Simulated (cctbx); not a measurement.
# What is wrong with this refinement?

Cell a = 7.2930 Å, b = 7.2930 Å, c = 10.9170 Å, α = 90.00°, β = 90.00°, γ = 90.00°; space group P4/mnc (no. 128). The compound is Sc2WBr6.

The data are simulated with cctbx, not measured: Mo Kα, λ = 0.71073 Å, to d = 0.7 Å, 95 % of the full sphere, strongest reflection 20000 counts, noise from counting, a 1.5 % proportional error and a noise floor of 4 counts (s.d.); no absorption.

An isotropic refinement with weights 1/σ² prints:

```text
Rint 0.028, 472 unique reflections to 0.70 A
cycle     R1     wR2    GooF  max shift (A)
   1  0.2727  0.5656  38.481   0.19761
  12  0.0119  0.0408   2.778   0.00387
final R1 0.0119 wR2 0.0408 GooF 2.778  parameters 11  data/parameter 42.9
atom        x        y        z      Ueq    occ   su(xyz)  su(Uiso or U11)
W1     0.50000  0.50000  0.00000   0.0029  1.000  0.00000  0.0001
Br1    0.70480  0.19250  0.50000   0.0033  1.000  0.00006  0.0001
Br2    0.50000  0.50000  0.24258   0.0039  1.000  0.00006  0.0001
Sc1    0.50000  0.00000  0.25000   0.0041  1.000  0.00000  0.0002
Sc2    0.75139  0.49831  0.75058   1.0000  1.000  0.00717  0.0629
difference map: max 0.89 min -1.02 rms 0.39
Q1    0.0394  0.5356  0.0000    8    0.90  2.06 A from Br1
Q2    0.0515  0.3334  0.0000    8    0.85  1.13 A from Br1
Q3    0.0609  0.6746  0.5000    8    0.83  1.86 A from Br1
Q4    0.1885  0.7744  0.0000    8    0.82  0.88 A from Br1
Q5    0.1449  0.7331  0.5000    8    0.81  1.22 A from Br1
Q6    0.1636  0.2343  0.5000    8    0.73  0.49 A from Br1
```

**Question.** Can this result stand? If not, what is the likely fault?

Mend it. The fault: spurious atom: Sc2. Against the right model at the same level, R1 goes from 0.0067 to 0.0119 and GooF from 0.92 to 2.78, Sc2 takes U = the program's ceiling and a hole of -1.0 e/Å³ opens. A site with no density behind it hides by a very large U or drifts. The fit had not settled when the cycles ran out.

The compound is Sc2WBr6. The right model at the same level gives:

```text
Rint 0.028, 472 unique reflections to 0.70 A
cycle     R1     wR2    GooF  max shift (A)
   1  0.2076  0.3937  26.670   0.06273
   2  0.0067  0.0135   0.918   0.00000
final R1 0.0067 wR2 0.0135 GooF 0.918  parameters 7  data/parameter 67.4
atom        x        y        z      Ueq    occ   su(xyz)  su(Uiso or U11)
W1     0.50000  0.50000  0.00000   0.0029  1.000  0.00000  0.0000
Br1    0.70481  0.19250  0.50000   0.0033  1.000  0.00002  0.0000
Br2    0.50000  0.50000  0.24258   0.0039  1.000  0.00002  0.0000
Sc1    0.50000  0.00000  0.25000   0.0042  1.000  0.00000  0.0001
difference map: max 0.47 min -0.39 rms 0.11
Q1    0.0610  0.5610  0.2500    8    0.47  0.63 A from Sc1
Q2    0.0831  0.3340  0.2660   16    0.44  1.36 A from Sc1
Q3    0.0394  0.5357  0.0000    8    0.42  2.06 A from Br1
Q4    0.0896  0.7479  0.2559   16    0.41  1.92 A from Sc1
Q5    0.0511  0.3331  0.0000    8    0.39  1.14 A from Br1
Q6    0.0608  0.6744  0.5000    8    0.38  1.86 A from Br1
```

Isotropic U is held between 0.0001 and 1 Å² by the program, and listed peak heights are interpolated, so they can pass the grid's maximum.

This is a model crystal, built by substitution and not relaxed, with assumed displacement parameters.

[Middle refinement cycles are left out of these outputs.]

[Logs are printed without paths, hosts, clocks, repeated set-up lines and the standing remarks that a program may print on its own settings, such as how far it seeks lower states.]
